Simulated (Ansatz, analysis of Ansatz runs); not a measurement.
# Migration in NaZnF3 (Pnma): V_F hop (2.8 Å), charge +1, part 3 of 4

Aim: the barrier of one jump in NaZnF3 (Pnma) at charge +1: V_F hop (2.8 Å). The model is a cell of 40 host atoms with 1 F taken out; F is the atom that moves.

Ansatz 0.2.0; plane-wave PAW DFT, r2SCAN; nudged elastic band between two relaxed defect structures at fixed charge in a uniform background.

So far: The system as given; Relaxation of the start point, charge +1; Relaxation of the end point, charge +1.

## (4) Nudged elastic band, charge +1

7 movable images are laid between the ends on a pair-potential path, which keeps atoms from colliding in the first guess. Each image feels the true force across the path and a spring force along it. The highest image is set to climb to the top of the path.

This step: plane-wave PAW DFT, r2SCAN; nudged elastic band between two relaxed defect structures at fixed charge in a uniform background.

File qp1.neb/input.yaml:

```yaml
crystal:
  lattice:
    - [0.0, 7.72081471, 5.36339129]
    - [5.58356495, 0.0, 5.36339129]
    - [5.58356495, 7.72081471, 0.0]
  atoms:
    - { symbol: Na, position: [0.42446052, 0.60187619, 0.33934944] }
    - { symbol: Na, position: [0.9110981, 0.1152681, 0.82588708] }
    - { symbol: Na, position: [0.11410246, 0.40500595, 0.13623084] }
    - { symbol: Na, position: [0.60420471, 0.91561932, 0.64609887] }
    - { symbol: Na, position: [0.38455923, 0.09906685, 0.35095523] }
    - { symbol: Na, position: [0.89944472, 0.58416795, 0.86582818] }
    - { symbol: Na, position: [0.08733156, 0.89491548, 0.16304709] }
    - { symbol: Na, position: [0.56901225, 0.38802197, 0.68135396] }
    - { symbol: Zn, position: [0.0189371, 0.49830366, 0.50371277] }
    - { symbol: Zn, position: [0.49694087, -0.00163516, 0.00042732] }
    - { symbol: Zn, position: [-0.00156458, -0.00379023, 0.50001248] }
    - { symbol: Zn, position: [0.50030751, 0.50230145, -0.00028975] }
    - { symbol: Zn, position: [0.25063086, 0.7519969, 0.75004217] }
    - { symbol: Zn, position: [0.75035713, 0.24435176, 0.25189416] }
    - { symbol: Zn, position: [0.24993311, 0.24540129, 0.75341281] }
    - { symbol: Zn, position: [0.74665979, 0.77064814, 0.23139039] }
    - { symbol: F, position: [0.42450091, 0.27665584, 0.02000821] }
    - { symbol: F, position: [0.92246528, 0.77295874, 0.51301951] }
    - { symbol: F, position: [0.2777884, 0.91992197, 0.28577049] }
    - { symbol: F, position: [0.77507153, 0.43024637, 0.76192923] }
    - { symbol: F, position: [0.02875845, 0.75751819, 0.03772825] }
    - { symbol: F, position: [0.53196549, 0.26501326, 0.52714537] }
    - { symbol: F, position: [0.264311, 0.03394265, 0.67035802] }
    - { symbol: F, position: [0.78050958, 0.52511101, 0.18644955] }
    - { symbol: F, position: [0.06392301, 0.24157292, 0.46992508] }
    - { symbol: F, position: [0.57999977, 0.71816571, 0.98608544] }
    - { symbol: F, position: [0.2124975, 0.57356286, 0.22161687] }
    - { symbol: F, position: [0.72316756, 0.07370877, 0.71835374] }
    - { symbol: F, position: [0.48837788, 0.71705532, 0.47525775] }
    - { symbol: F, position: [0.96457162, 0.2332091, 0.97253971] }
    - { symbol: F, position: [0.23032593, 0.47081172, 0.82584454] }
    - { symbol: F, position: [0.73730553, 0.95814113, 0.32785305] }
    - { symbol: F, position: [0.44626741, 0.66287743, 0.80408203] }
    - { symbol: F, position: [0.9503403, 0.15745265, 0.29998771] }
    - { symbol: F, position: [0.16769425, 0.45442664, 0.59243805] }
    - { symbol: F, position: [0.65791078, 0.96420326, 0.0826196] }
    - { symbol: F, position: [0.33806992, 0.04910935, 0.9123009] }
    - { symbol: F, position: [0.05244988, 0.8435397, 0.69755939] }
    - { symbol: F, position: [0.55281279, 0.34321855, 0.19790799] }
total_charge: 1
basis:
  ecutwfc: 500
  xc_grid: 2
hamiltonian:
  xc: r2scan
kpoints:
  mp_grid: { grid: [1, 1, 1] }
scf:
  occupations: { method: fixed }
  max_iter: 100
output:
  forces: true
neb:
  images: 7
  f_tol: 0.05
  climbing: true
  initial_path: idpp
  max_iterations: 45
  order_check: false
  final_atoms:
    - { symbol: Na, position: [0.42077357, 0.60374847, 0.3346406] }
    - { symbol: Na, position: [0.90099848, 0.09401443, 0.86721666] }
    - { symbol: Na, position: [0.11020811, 0.4191269, 0.12888086] }
[... 4 atom lines left out ...]
    - { symbol: Na, position: [0.58199806, 0.39571803, 0.6676527] }
    - { symbol: Zn, position: [-0.01001832, 0.51941593, 0.50573269] }
[... 1 atom line left out ...]
    - { symbol: Zn, position: [-0.00785923, -0.01353096, 0.50608358] }
[... 6 atom lines left out ...]
    - { symbol: F, position: [0.8961617, 0.78357812, 0.53454507] }
[... 1 atom line left out ...]
    - { symbol: F, position: [0.7844911, 0.40963933, 0.7756026] }
[... 4 atom lines left out ...]
    - { symbol: F, position: [-0.14637769, 0.52776356, 0.41127631] }
[... 1 atom line left out ...]
    - { symbol: F, position: [0.21909943, 0.56860669, 0.23164055] }
    - { symbol: F, position: [0.73636586, 0.08963918, 0.71940682] }
[... 5 atom lines left out ...]
    - { symbol: F, position: [0.95563555, 0.15953407, 0.30589106] }
    - { symbol: F, position: [0.15606158, 0.44816928, 0.58716215] }
[... 3 atom lines left out ...]
    - { symbol: F, position: [0.56100543, 0.33786377, 0.19392581] }
```

The run is started by

```console
$ ansatz run input.yaml --threads 4 --pin off --max-ram 7536MiB --backend cpu --events-out ev --progress --plain --runs-dir out
```

What it wrote:

```text
Warning: neb: disabling space-group detection — the band's intermediate images generally break the endpoint symmetry, so no spatial operation reduces the k-mesh or symmetrises the density, except that a semilocal band can use its path's symmetry ahead of [...]
[...]
parallel-image band execution: 4 concurrent image workers
NEB image 0
Crystal: 39 atoms, lattice volume = 462.428 Å³
Basis set: ecut = 500 eV, 11715 PW (Γ), exchange–correlation on 144×120×144 points (8 copies of the dense FFT grid, shifted against one another)
Bands: 203, of which v1, the nominal top of the filled ones, is band 164 counted from 1 (163 counted from 0)
Symmetry: 1 space group operations
k-points: 1
[...]
SCF iter   1: F=-57183.062361 eV  HF=-57184.029893 eV  |F-HF|=9.68e-1  |Δ(HF+E_count)|=         —  Δρ=2.53e-2  dr2=1.68e0  dr2_τ=7.05e-1  ethr=1.77e-3  ⟨swp⟩=5.0  Hψ=619  notcnv=0  defer=37
[...]
SCF iter  11: F=-57183.846914 eV  HF=-57183.846914 eV  |F-HF|=5.66e-9  |Δ(HF+E_count)|=   1.59e-8  Δρ=1.73e-6  dr2=1.19e-8  dr2_τ=7.82e-10  ethr=3.05e-11  ⟨swp⟩=4.0  Hψ=637  notcnv=0
SCF 1 converged in 11 iterations: F = -57183.846914 eV  dr2 = 1.19e-8
[...]
NSCF: frozen V_eff on 1 k-points
NEB image 8
SCF iter   1: F=-57182.982055 eV  HF=-57183.986603 eV  |F-HF|=1.00e0  |Δ(HF+E_count)|=         —  Δρ=2.54e-2  dr2=1.72e0  dr2_τ=7.08e-1  ethr=1.77e-3  ⟨swp⟩=5.0  Hψ=612  notcnv=0  defer=37
[...]
SCF iter  11: F=-57183.786167 eV  HF=-57183.786167 eV  |F-HF|=7.57e-9  |Δ(HF+E_count)|=   2.03e-8  Δρ=1.76e-6  dr2=1.28e-8  dr2_τ=7.83e-10  ethr=3.05e-11  ⟨swp⟩=4.0  Hψ=635  notcnv=0
SCF 2 converged in 11 iterations: F = -57183.786167 eV  dr2 = 1.28e-8
[...]
NEB end point (image 0): max|allowed force component| = 3.374e-3 eV/Å (the criterion of neb.relax_end_points is 1.000e-2)
NEB end point (image 8): max|allowed force component| = 3.446e-3 eV/Å (the criterion of neb.relax_end_points is 1.000e-2)
NEB image 1
SCF iter   1: F=-57182.894371 eV  HF=-57183.855695 eV  |F-HF|=9.61e-1  |Δ(HF+E_count)|=         —  Δρ=2.53e-2  dr2=1.67e0  dr2_τ=7.08e-1  ethr=1.77e-3  ⟨swp⟩=5.0  Hψ=617  notcnv=0  defer=37
[...]
SCF iter  11: F=-57183.677232 eV  HF=-57183.677232 eV  |F-HF|=5.00e-9  |Δ(HF+E_count)|=   2.39e-8  Δρ=1.59e-6  dr2=1.02e-8  dr2_τ=6.17e-10  ethr=3.05e-11  ⟨swp⟩=4.0  Hψ=635  notcnv=0
SCF 3 converged in 11 iterations: F = -57183.677232 eV  dr2 = 1.02e-8
NEB image 2
SCF iter   1: F=-57182.557593 eV  HF=-57183.516659 eV  |F-HF|=9.59e-1  |Δ(HF+E_count)|=         —  Δρ=2.53e-2  dr2=1.67e0  dr2_τ=7.14e-1  ethr=1.77e-3  ⟨swp⟩=5.0  Hψ=617  notcnv=0  defer=37
[...]
SCF iter  11: F=-57183.341415 eV  HF=-57183.341415 eV  |F-HF|=4.58e-9  |Δ(HF+E_count)|=   2.76e-8  Δρ=1.49e-6  dr2=8.81e-9  dr2_τ=5.14e-10  ethr=3.05e-11  ⟨swp⟩=4.0  Hψ=636  notcnv=0
SCF 4 converged in 11 iterations: F = -57183.341415 eV  dr2 = 8.81e-9
NEB image 3
SCF iter   1: F=-57182.259354 eV  HF=-57183.218047 eV  |F-HF|=9.59e-1  |Δ(HF+E_count)|=         —  Δρ=2.54e-2  dr2=1.67e0  dr2_τ=7.18e-1  ethr=1.77e-3  ⟨swp⟩=5.0  Hψ=617  notcnv=0  defer=37
[...]
SCF iter  11: F=-57183.044879 eV  HF=-57183.044879 eV  |F-HF|=3.70e-9  |Δ(HF+E_count)|=   2.67e-8  Δρ=1.38e-6  dr2=7.31e-9  dr2_τ=4.30e-10  ethr=3.05e-11  ⟨swp⟩=4.0  Hψ=636  notcnv=0
SCF 5 converged in 11 iterations: F = -57183.044879 eV  dr2 = 7.31e-9
NEB image 4
SCF iter   1: F=-57182.123073 eV  HF=-57183.083285 eV  |F-HF|=9.60e-1  |Δ(HF+E_count)|=         —  Δρ=2.54e-2  dr2=1.67e0  dr2_τ=7.19e-1  ethr=1.77e-3  ⟨swp⟩=5.0  Hψ=617  notcnv=0  defer=37
[...]
SCF iter  11: F=-57182.910128 eV  HF=-57182.910128 eV  |F-HF|=3.45e-9  |Δ(HF+E_count)|=   2.65e-8  Δρ=1.35e-6  dr2=7.22e-9  dr2_τ=4.06e-10  ethr=3.05e-11  ⟨swp⟩=4.0  Hψ=637  notcnv=0
SCF 6 converged in 11 iterations: F = -57182.910128 eV  dr2 = 7.22e-9
NEB image 5
SCF iter   1: F=-57182.194496 eV  HF=-57183.161167 eV  |F-HF|=9.67e-1  |Δ(HF+E_count)|=         —  Δρ=2.54e-2  dr2=1.67e0  dr2_τ=7.18e-1  ethr=1.77e-3  ⟨swp⟩=5.0  Hψ=613  notcnv=0  defer=37
[...]
SCF iter  11: F=-57182.985130 eV  HF=-57182.985130 eV  |F-HF|=4.48e-9  |Δ(HF+E_count)|=   2.98e-8  Δρ=1.47e-6  dr2=8.96e-9  dr2_τ=4.71e-10  ethr=3.05e-11  ⟨swp⟩=4.0  Hψ=637  notcnv=0
SCF 7 converged in 11 iterations: F = -57182.985130 eV  dr2 = 8.96e-9
NEB image 6
SCF iter   1: F=-57182.458438 eV  HF=-57183.433482 eV  |F-HF|=9.75e-1  |Δ(HF+E_count)|=         —  Δρ=2.54e-2  dr2=1.68e0  dr2_τ=7.15e-1  ethr=1.77e-3  ⟨swp⟩=5.0  Hψ=613  notcnv=0  defer=37
[...]
SCF iter  11: F=-57183.251047 eV  HF=-57183.251047 eV  |F-HF|=5.88e-9  |Δ(HF+E_count)|=   2.94e-8  Δρ=1.59e-6  dr2=1.04e-8  dr2_τ=5.59e-10  ethr=3.05e-11  ⟨swp⟩=4.0  Hψ=637  notcnv=0
SCF 8 converged in 11 iterations: F = -57183.251047 eV  dr2 = 1.04e-8
NEB image 7
SCF iter   1: F=-57182.797006 eV  HF=-57183.783908 eV  |F-HF|=9.87e-1  |Δ(HF+E_count)|=         —  Δρ=2.54e-2  dr2=1.70e0  dr2_τ=7.10e-1  ethr=1.77e-3  ⟨swp⟩=5.0  Hψ=612  notcnv=0  defer=37
[...]
SCF iter  11: F=-57183.593434 eV  HF=-57183.593434 eV  |F-HF|=6.89e-9  |Δ(HF+E_count)|=   2.49e-8  Δρ=1.67e-6  dr2=1.14e-8  dr2_τ=6.68e-10  ethr=3.05e-11  ⟨swp⟩=4.0  Hψ=637  notcnv=0
SCF 9 converged in 11 iterations: F = -57183.593434 eV  dr2 = 1.14e-8
NEB iter   1: max|band force component| = 1.972e0 eV/Å  barrier→ = 0.9368 eV  barrier← = 0.8760 eV  Δτ_max = 0.1873 Å  (99 SCF iters)
NEB image 1
[...]
iter 1 solved again at ethr=1.91e-5 eV; its pass at ethr=3.10e-3 eV (dr2=6.26e-2 eV) is discarded
[...]
SCF iter   9: F=-57183.753160 eV  HF=-57183.753160 eV  |F-HF|=4.68e-9  |Δ(HF+E_count)|=   2.52e-8  Δρ=2.18e-6  dr2=1.33e-8  dr2_τ=8.14e-10  ethr=3.05e-11  ⟨swp⟩=4.0  Hψ=643  notcnv=0
SCF 10 converged in 9 iterations: F = -57183.753160 eV  dr2 = 1.33e-8
NEB image 2
[...]
SCF iter   9: F=-57183.567278 eV  HF=-57183.567278 eV  |F-HF|=2.45e-9  |Δ(HF+E_count)|=   6.58e-8  Δρ=2.91e-6  dr2=2.78e-8  dr2_τ=1.85e-9  ethr=3.05e-11  ⟨swp⟩=4.0  Hψ=691  notcnv=0
SCF 11 converged in 9 iterations: F = -57183.567278 eV  dr2 = 2.78e-8
NEB image 3
[...]
SCF iter   9: F=-57183.394975 eV  HF=-57183.394975 eV  |F-HF|=3.20e-9  |Δ(HF+E_count)|=   9.28e-8  Δρ=3.32e-6  dr2=4.07e-8  dr2_τ=2.59e-9  ethr=3.05e-11  ⟨swp⟩=4.0  Hψ=679  notcnv=0
SCF 12 converged in 9 iterations: F = -57183.394975 eV  dr2 = 4.07e-8
NEB image 4
[...]
NEB iter   8: max|band force component| = 5.794e-2 eV/Å  barrier→ = 0.3764 eV  barrier← = 0.3156 eV  CI = image 5  Δτ_max = 0.0238 Å  (8 SCF iters)
NEB image 1
[...]
SCF iter   7: F=-57183.799684 eV  HF=-57183.799684 eV  |F-HF|=6.98e-9  |Δ(HF+E_count)|=   1.09e-7  Δρ=3.56e-6  dr2=5.16e-8  dr2_τ=3.69e-9  ethr=3.05e-11  ⟨swp⟩=4.0  Hψ=684  notcnv=0
SCF 47 converged in 7 iterations: F = -57183.799684 eV  dr2 = 5.16e-8
NEB image 2
[...]
SCF iter   7: F=-57183.698216 eV  HF=-57183.698216 eV  |F-HF|=3.83e-9  |Δ(HF+E_count)|=   1.35e-7  Δρ=4.65e-6  dr2=9.00e-8  dr2_τ=5.96e-9  ethr=3.05e-11  ⟨swp⟩=5.0  Hψ=752  notcnv=0
SCF 48 converged in 7 iterations: F = -57183.698216 eV  dr2 = 9.00e-8
NEB image 3
[...]
SCF iter   8: F=-57183.600725 eV  HF=-57183.600725 eV  |F-HF|=4.18e-9  |Δ(HF+E_count)|=   1.05e-8  Δρ=2.27e-6  dr2=2.02e-8  dr2_τ=1.39e-9  ethr=3.05e-11  ⟨swp⟩=4.0  Hψ=643  notcnv=0
SCF 49 converged in 8 iterations: F = -57183.600725 eV  dr2 = 2.02e-8
NEB image 4
[...]
SCF iter   8: F=-57183.511128 eV  HF=-57183.511128 eV  |F-HF|=1.54e-8  |Δ(HF+E_count)|=   1.07e-7  Δρ=3.66e-6  dr2=4.09e-8  dr2_τ=3.79e-9  ethr=3.05e-11  ⟨swp⟩=4.0  Hψ=690  notcnv=0
SCF 50 converged in 8 iterations: F = -57183.511128 eV  dr2 = 4.09e-8
NEB image 5
[...]
SCF iter   7: F=-57183.470908 eV  HF=-57183.470908 eV  |F-HF|=1.73e-9  |Δ(HF+E_count)|=   1.14e-7  Δρ=2.84e-6  dr2=3.30e-8  dr2_τ=2.05e-9  ethr=3.05e-11  ⟨swp⟩=4.0  Hψ=642  notcnv=0
SCF 51 converged in 7 iterations: F = -57183.470908 eV  dr2 = 3.30e-8
NEB image 6
[...]
SCF iter   8: F=-57183.537199 eV  HF=-57183.537199 eV  |F-HF|=2.29e-8  |Δ(HF+E_count)|=   1.36e-7  Δρ=3.97e-6  dr2=4.64e-8  dr2_τ=4.29e-9  ethr=3.05e-11  ⟨swp⟩=4.0  Hψ=689  notcnv=0
SCF 52 converged in 8 iterations: F = -57183.537199 eV  dr2 = 4.64e-8
NEB image 7
[...]
SCF iter   8: F=-57183.707149 eV  HF=-57183.707149 eV  |F-HF|=8.12e-9  |Δ(HF+E_count)|=   8.80e-8  Δρ=2.70e-6  dr2=2.35e-8  dr2_τ=2.06e-9  ethr=3.05e-11  ⟨swp⟩=4.0  Hψ=688  notcnv=0
SCF 53 converged in 8 iterations: F = -57183.707149 eV  dr2 = 2.35e-8
NEB image 1
[...]
NEB image 2
[...]
NEB image 3
[...]
NEB image 4
[...]
NEB image 6
[...]
NEB image 7
[...]
NEB image 5
[...]
the band table was solved once a step of the walk had ended and its energy, with any forces and stress, was formed, with the checks that follow a solve (856 applications of the Hamiltonian). They found nothing against the state; [...]
NEB iter   9: max|band force component| = 4.673e-2 eV/Å  barrier→ = 0.3760 eV  barrier← = 0.3153 eV  CI = image 5  Δτ_max = 0.0000 Å  (53 SCF iters)
NEB image 5
[...]
SCF iter   2: F=-57183.470908 eV  HF=-57183.470908 eV  |F-HF|=2.02e-9  |Δ(HF+E_count)|=   4.90e-9  Δρ=1.57e-6  dr2=1.34e-8  dr2_τ=7.52e-10  ethr=1.01e-11  ⟨swp⟩=3.0  Hψ=535  notcnv=0
SCF 54 converged in 2 iterations: F = -57183.470908 eV  dr2 = 1.34e-8
[...]
SCF converged after 2 iterations
Free energy (F): -57183.470908 eV
[...]
Internal energy: -57183.470908 eV  (E = F + TS)
E sigma→0 (E₀):  -57183.470908 eV
Fermi energy:    2.985608 eV
[...]
--- Forces (eV/Å), atoms counted from 1 ---
  atom   1  Na     0.00252962     0.00656689     0.00046507
  atom   2  Na    -0.00217697    -0.00018755    -0.00031880
  atom   3  Na     0.00207139    -0.00170765    -0.00129513
  [... 4 atoms left out ...]
  atom   8  Na     0.00190283    -0.00141538     0.00428897
  atom   9  Zn     0.00029878    -0.00669016     0.00198335
  [... 1 atom left out ...]
  atom  11  Zn    -0.00824034    -0.00060254    -0.00090661
  [... 8 atoms left out ...]
  atom  20  F     -0.00238786    -0.00182273    -0.00239423
  [... 4 atoms left out ...]
  atom  25  F      0.00001074     0.00478157     0.00249658
  [... 1 atom left out ...]
  atom  27  F     -0.00107854    -0.00074224     0.00405043
  atom  28  F      0.00734418     0.00300116     0.00087347
  [... 5 atoms left out ...]
  atom  34  F     -0.00073154    -0.00044089    -0.00240720
  [... 5 atoms left out ...]
  max |Σ_I F_I| component: 7.15e-3 eV/Å
--- Band table (eV) ---
[...]
this run last wrote the band of iteration 9 to <dir>; this run last wrote the band within `neb.f_tol` of iteration 7 to <dir>
--- NEB band (9 images, 9 band iterations, 472 SCF iterations) ---
  forward barrier  = 0.376005 eV
  backward barrier = 0.315259 eV
  climbing image's point = of an order that was not read
  energies are F+E_penalty+E_count in eV, relative to image 0
  image     s (Å)  Δ vs image 0  max|band force component| (eV/Å)
      0    0.0000      0.000000                                 —
      1    0.3570      0.047229                          1.020e-2
      2    0.7138      0.148697                          1.700e-2
      3    1.0708      0.246189                          3.310e-2
      4    1.4275      0.335785                          4.673e-2
  *   5    1.7843      0.376005                          1.025e-2
      6    2.2105      0.309714                          3.362e-2
      7    2.6365      0.139765                          2.057e-2
      8    3.0626      0.060747                                 —
  climbing-image geometry (image 5):
  cell:  # Å, volume = 462.4281 Å³
    - [0.0, 7.72081471, 5.36339129]
    - [5.58356495, 0.0, 5.36339129]
    - [5.58356495, 7.72081471, 0.0]
  atoms:
    - { symbol: Na, position: [0.411177, 0.609508, 0.335053] }
    - { symbol: Na, position: [0.902741, 0.109980, 0.850077] }
    - { symbol: Na, position: [0.108740, 0.402810, 0.127892] }
    - { symbol: Na, position: [0.597146, 0.918837, 0.650377] }
    - { symbol: Na, position: [0.414762, 0.079542, 0.351709] }
    - { symbol: Na, position: [0.896735, 0.588650, 0.860839] }
    - { symbol: Na, position: [0.090903, 0.895073, 0.152053] }
    - { symbol: Na, position: [0.592204, 0.394969, 0.659401] }
    - { symbol: Zn, position: [0.002052, 0.512393, 0.506340] }
    - { symbol: Zn, position: [0.493925, 0.007132, 0.004302] }
    - { symbol: Zn, position: [-0.012604, 0.000963, 0.502755] }
    - { symbol: Zn, position: [0.500465, 0.505448, 0.001782] }
    - { symbol: Zn, position: [0.253400, 0.751109, 0.746638] }
    - { symbol: Zn, position: [0.751259, 0.241921, 0.252685] }
    - { symbol: Zn, position: [0.252528, 0.247825, 0.749930] }
    - { symbol: Zn, position: [0.751841, 0.753819, 0.235964] }
    - { symbol: F, position: [0.421222, 0.283288, 0.022242] }
    - { symbol: F, position: [0.908196, 0.778605, 0.529440] }
    - { symbol: F, position: [0.269446, 0.949627, 0.297638] }
    - { symbol: F, position: [0.781118, 0.427594, 0.789189] }
    - { symbol: F, position: [0.032374, 0.755527, 0.033720] }
    - { symbol: F, position: [0.535178, 0.259001, 0.528844] }
    - { symbol: F, position: [0.267608, 0.031919, 0.669819] }
    - { symbol: F, position: [0.786146, 0.519739, 0.178543] }
    - { symbol: F, position: [-0.079549, 0.392130, 0.440771] }
    - { symbol: F, position: [0.573300, 0.728185, 0.992038] }
    - { symbol: F, position: [0.228203, 0.587399, 0.227951] }
    - { symbol: F, position: [0.726555, 0.080336, 0.722817] }
    - { symbol: F, position: [0.486022, 0.713226, 0.472913] }
    - { symbol: F, position: [0.973550, 0.221647, 0.976914] }
    - { symbol: F, position: [0.227319, 0.477231, 0.817293] }
    - { symbol: F, position: [0.731295, 0.952728, 0.330120] }
    - { symbol: F, position: [0.451251, 0.661235, 0.800078] }
    - { symbol: F, position: [0.954899, 0.141290, 0.295720] }
    - { symbol: F, position: [0.164558, 0.442375, 0.587705] }
    - { symbol: F, position: [0.658864, 0.952673, 0.088210] }
    - { symbol: F, position: [0.339726, 0.053816, 0.912797] }
    - { symbol: F, position: [0.051462, 0.860105, 0.692458] }
    - { symbol: F, position: [0.555576, 0.339186, 0.200610] }
```

Elapsed: 8 min, on 4 threads of Intel Xeon Platinum 8488C (Sapphire Rapids), shared host; peak memory 2.7 GiB.

Images along the path:

| image | path (Å) | energy (eV) | F25: x, y, z (Å) |
| --- | --- | --- | --- |
| 0 | 0.000 | 0.0000 | 3.973, 4.122, 1.638 |
| 1 | 0.357 | 0.0472 | 4.055, 3.885, 1.629 |
| 2 | 0.714 | 0.1487 | 4.179, 3.619, 1.584 |
| 3 | 1.071 | 0.2462 | 4.324, 3.340, 1.555 |
| 4 | 1.428 | 0.3358 | 4.486, 3.055, 1.588 |
| 5 | 1.784 | 0.3760 | 4.651, 2.789, 1.676 |
| 6 | 2.210 | 0.3097 | 4.860, 2.483, 1.814 |
| 7 | 2.637 | 0.1398 | 5.064, 2.207, 1.962 |
| 8 | 3.063 | 0.0607 | 5.243, 2.045, 2.046 |

Read from the output:

```
free energy      : -57183.4709 eV
barrier forward  : 0.3760 eV
barrier backward : 0.3153 eV
end less start   : 0.06075 eV
hop length       : 2.468 Å
```

Track of the atom that was set to move:

| image | x (Å) | y (Å) | z (Å) | nearest neighbour | distance (Å) |
| --- | --- | --- | --- | --- | --- |
| 0 | 3.973 | 4.122 | 1.638 | Zn | 1.982 |
| 1 | 4.055 | 3.885 | 1.629 | Zn | 1.959 |
| 2 | 4.179 | 3.619 | 1.584 | Zn | 1.938 |
| 3 | 4.324 | 3.34 | 1.555 | Zn | 1.925 |
| 4 | 4.486 | 3.055 | 1.588 | Zn | 1.902 |
| 5 | 4.651 | 2.789 | 1.676 | Zn | 1.881 |
| 6 | 4.86 | 2.483 | 1.814 | Zn | 1.89 |
| 7 | 5.064 | 2.207 | 1.962 | Zn | 1.934 |
| 8 | 5.243 | 2.045 | 2.046 | Zn | 1.969 |

The band met its tolerance of 0.05 eV/Å after 9 iterations, with image 5 on top (the start counts as 0). F25, which moves farthest between the ends, has 2 Zn at 1.98 to 2.07 Å nearest at the start and 1 Zn at 1.88 Å at the top.

(Continued in part 4 of 4.)

[Long decimals in the printed logs are rounded to 6 places.]

[Repeated set-up lines and some long k-point lines are left out of the logs, and relaxed atomic positions are cut to six decimals.]

[Logs are printed without paths, hosts, clocks, repeated set-up lines and the standing remarks that a program may print on its own settings, such as how far it seeks lower states.]

[Hosts, paths, dates, database ids (printed as entryN), source tags and the programs' standing remarks are cut or masked in the printed files.]
